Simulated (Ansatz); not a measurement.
The compound is ReI2 (1T sheet).

The cell holds 3 atoms: 1 Re and 2 I. Its edges and angles: a = 3.997 Å, b = 3.997 Å, c = 30.818 Å, α = 90.0°, β = 90.0°, γ = 120.0°. Vacuum lies along c.

```xyz
3
Lattice="0.0000 2.8262 2.8262 2.8262 -2.8262 0.0000 17.7930 17.7930 -17.7930" Properties=species:S:1:pos:R:3
Re    5.6318    5.6318   -5.6318
I     8.3015    5.4753   -5.4753
I     5.7883    5.7883   -2.9621
```

The structure was relaxed with LDA. The structure was generated from a model, not taken from a measurement. The runs that relaxed it are not among those shown. The program's search for lower electronic states was switched off, so nothing shows that the state found is the lowest. Spin-orbit coupling is left out unless a run names it. PAW set soft_2, made with PBE.

A constrained-RPA run (Ansatz 0.2.0; non-magnetic LDA; Re d, bands v3 to c2, 6×6×1 mesh, medium accuracy) builds 5 functions on bands 4.0 eV wide, with 5.0 electrons in the window. The bare on-site interaction is 9.2 eV and the bare J 0.30 eV.

What U and J survive the screening?

On the Re d shell, U = 2.81 eV (30 % of the bare value), U′ = 2.33 eV, J = 0.21 eV.

The parent state is non-magnetic and the interaction static (zero frequency); U depends on the window and the orbitals, so it belongs to this model alone. Spin-orbit coupling, which is strong for atoms this heavy, is left out.

[Paths, hosts, dates, memory and timing lines, banners, echoed tables and standing remarks are left out of the program output.]

[Logs are printed without paths, hosts, clocks, repeated set-up lines and the standing remarks that a program may print on its own settings, such as how far it seeks lower states.]

[Runs of the session that timed out or met a known fault of the program may be left out.]

[Hosts, paths, dates, database ids (printed as entryN), source tags and the programs' standing remarks are cut or masked in the printed files.]
